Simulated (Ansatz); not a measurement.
# linear Pb chain: period, moment and channels by functional, part 4 of 4

Aim: how far do the period, the moment and the conductance of the linear Pb chain depend on the functional, the datasets and spin-orbit coupling, and at what cost?

Ansatz 0.2.0; DFT PBE, plane waves, PAW; relaxation of a chain's period (the session's first sound run).

So far. Step 11 (Relaxation of atoms and period, cutoff 850 eV): The cell's length comes to 2.921 Å, +0.1 % against the first run, with no moment. Step 12 (The relaxed wire): The cell's length comes to 2.919 Å, +0.0 % against the first run, with spin left out.

**14. With spin-orbit coupling (continued)**

Level of this step: DFT PBE, plane waves, fully relativistic PAW; channels of a perfect chain with spin-orbit coupling (Ansatz).

The slowest values at each energy, most degenerate partners merged, listed up to 1.5 1/Å. Table of Im kz of the slowest decaying states by energy, zero at the Fermi level:

```
energy (eV)  decay 1 (Å⁻¹)  decay 2 (Å⁻¹)  decay 3 (Å⁻¹)  decay 4 (Å⁻¹)
     -0.420          0.226          0.913           1.11           1.23
     -0.385          0.210          0.908           1.11           1.23
     -0.350          0.191          0.903           1.10           1.23
     -0.315          0.171          0.898           1.10           1.22
     -0.280          0.147          0.892           1.10           1.22
     -0.245          0.120          0.887           1.09           1.22
     -0.210         0.0828          0.881           1.09           1.21
     -0.175          0.876           1.08           1.21           1.21
     -0.140          0.871           1.08           1.21           1.21
     -0.105          0.865           1.07           1.20           1.21
     -0.070          0.860           1.07           1.20           1.20
     -0.035          0.854           1.07           1.20           1.20
      0.000          0.848           1.06           1.19           1.20
      0.035          0.843           1.06           1.19           1.19
      0.070          0.837           1.05           1.19           1.19
      0.105          0.831           1.05           1.18           1.19
      0.140          0.826           1.04           1.18           1.18
      0.175          0.820           1.04           1.18           1.18
      0.210          0.814           1.03           1.17           1.18
      0.245          0.808           1.03           1.17           1.17
      0.280          0.802           1.02           1.17           1.17
      0.315         0.0296          0.796           1.02           1.16
      0.350         0.0424          0.790           1.02           1.16
      0.385         0.0515          0.784           1.01           1.16
      0.420         0.0587          0.778           1.01           1.15
```

Electronic bands along the path, in eV, zero at the Fermi level:

```csv
point,band 13,band 14,band 15,band 16,band 17,band 18,band 19,band 20
Γ,-1.14,-1.14,-0.18,-0.18,2.65,2.65,4.16,4.16
halfway,-0.01,-0.01,1.10,1.10,3.41,3.41,3.81,3.81
Z,-2.41,-2.41,2.35,2.35,3.45,3.45,6.60,6.60
```

At the computed energy nearest the Fermi level there are 6 spinor channels, and the thermal average gives 3.00 G₀.

**15. A repeat with changed settings**

This step: DFT PBE, plane waves, PAW; channels and complex bands of a perfect chain; changed: scf.occupations.method = "gaussian", scf.occupations.width = 0.15, scf.convergence.dr2_threshold = 1e-08, hamiltonian.pseudopotentials = {"kind": "paw_fr"}, magnetization = {"noncollinear": true, "spin_orbit": true} (Ansatz 0.2.0).

The atoms of the run on the perfect lead (PBE) are kept and the input is varied, to see whether the result depends on it. The ELF is not written this time.

Contents of input.yaml:

```yaml
crystal:
  lattice:
    - [7.5, 0.0, 0.0]
    - [0.0, 7.5, 0.0]
    - [0.0, 0.0, 2.9190662862]
  atoms:
    - { symbol: Pb, position: [0.5, 0.5, 0.0] }
kpoints:
  mp_grid: { grid: [1, 1, 28] }
  band_path: { path: ["Γ", Z], npoints: 60 }
scf:
  occupations: { method: gaussian, width: 0.15 }
  convergence: { dr2_threshold: 1.0e-08 }
hamiltonian:
  xc: pbe
  pseudopotentials: { kind: paw_fr }
output:
  transmission:
    e_range: [-2, 2]
    de: 0.035
    kmesh: [1, 1]
    reduced_basis: true
    leads: [[0, 0]]
  dos: { projected: true, e_range: [-6, 4] }
  write_potential: true
  write_density: true
  volumetric_format: npy
magnetization:
  noncollinear: true
  spin_orbit: true
```

Run with:

```console
> ansatz run input.yaml --threads 4 --pin off --max-ram 8192MiB --backend cpu --events-out ev --progress --plain --runs-dir out
```

Numbers of over 12 decimals in the logs are rounded to 6 here.

Output:

```text
Error: inconsistent input (output.transmission.reduced_basis, magnetization.noncollinear): a run with two-component spinors is solved on all plane waves alone: leave reduced_basis out
```

Elapsed: 0.07 s, on 4 threads of Intel Xeon 6975P-C (Granite Rapids), shared host; peak memory 0.11 GiB.

The input was rejected at the start.

The program's message: “Error: inconsistent input (output.transmission.reduced_basis, magnetization.noncollinear): a run with two-component spinors is solved on all plane waves alone: leave reduced_basis out”

**16. A varied input: hamiltonian.xc = "revpbe"**

This step: DFT revPBE, plane waves, PAW; channels and complex bands of a perfect chain; changed: hamiltonian.xc = "revpbe" (Ansatz 0.2.0).

The atoms of the run on the perfect lead (PBE) are kept and the input is varied, to see whether the result depends on it. The ELF is not written this time.

input.yaml, the sections that differ from step 15:

```yaml
scf:
  occupations: { method: fermi_dirac, width: 0.05 }
hamiltonian:
  xc: revpbe
# crystal, kpoints, output: as in step 15
# magnetization: removed
```

Output:

```text
[...]
Crystal: 1 atoms, lattice volume = 164.197 Å³
Basis set: ecut = 420 eV, 3225 PW (Γ)
Bands: 11, of which v1, the nominal top of the filled ones, is band 7 counted from 1 (6 counted from 0)
Symmetry: 16 space group operations
[...]
k-points: 15 of 28
[...]
k-point 14: bands = [... 3 lower, -18.1225, -17.7096, -6.8852, -3.5943, 1.5943, 1.5943, 5.3238, 5.3238]
--- Transmission ---
  basis      : 497 plane waves across, 4 finite elements along
  points     : 1, standing for a mesh of 1 x 1
[...]
crystal 0  : Pb1, at the sites [0, 0], period 2.9191 Å: whole cells are its period
[...]
filled         : 19.8 meV over the level at which it is neutral
    channels       : 3.000000e0 a spin
[...]
[key lines of the parts left out:]
SCF converged after 6 iterations
Free energy (F): -11916.107780 eV
Fermi energy:    -1.191319 eV
```

Elapsed: 6.1 s, on 4 threads; peak memory 0.48 GiB; 20 s of CPU time.

This step gave:

```yaml
energy_at_zero_smearing: -11916.1011 eV
conductance_of_the_lead_as_this_run_defines_it: 3.000 G₀
```

It took 6.1 s against 7.1 s for the run it varies, and the conductance is 3.00 G₀ against 3.00 G₀.

The channels at the energy nearest the Fermi level, one spin and conductance of the lead as this run defines it stay within 0.2 % plus 0.001 of the run it varies.

**17. Outcome**

- cell length, PBE: 2.919 Å
- cell length, LDA: 2.791 Å
- cell length, PBEsol: 2.835 Å
- cell length, RPBE: 2.956 Å
- cell length, PBE, NC files: 2.921 Å
- cell length, PBE, no spin: 2.919 Å
- conductance, PBE: 3.00 G₀
- conductance, LDA: 3.00 G₀
- conductance, PBEsol: 3.00 G₀
- conductance, RPBE: 3.00 G₀
- conductance, with spin-orbit coupling: 3.00 G₀

**Reading.** Under PBE the cell's length is 2.92 Å, no moment survives, and it is a metal with 3 channels a spin next to the Fermi level, 3.00 G₀ at 300 K. The cell's length spans 5.9 % over the functionals, shortest under LDA and longest under RPBE. A perfect wire passes every open channel, so the conductance counts half a G₀ for each forward-moving state at the Fermi level, spin by spin. Transport is coherent and elastic here: the atoms are frozen, so scattering by vibrations plays no part. The lead's cell of one atom keeps the chain straight and evenly spaced; a zigzag or dimerised form may lie lower.

[Logs are printed without paths, hosts, clocks, repeated set-up lines and the standing remarks that a program may print on its own settings, such as how far it seeks lower states.]

[Hosts, paths, dates, database ids (printed as entryN), source tags and the programs' standing remarks are cut or masked in the printed files.]
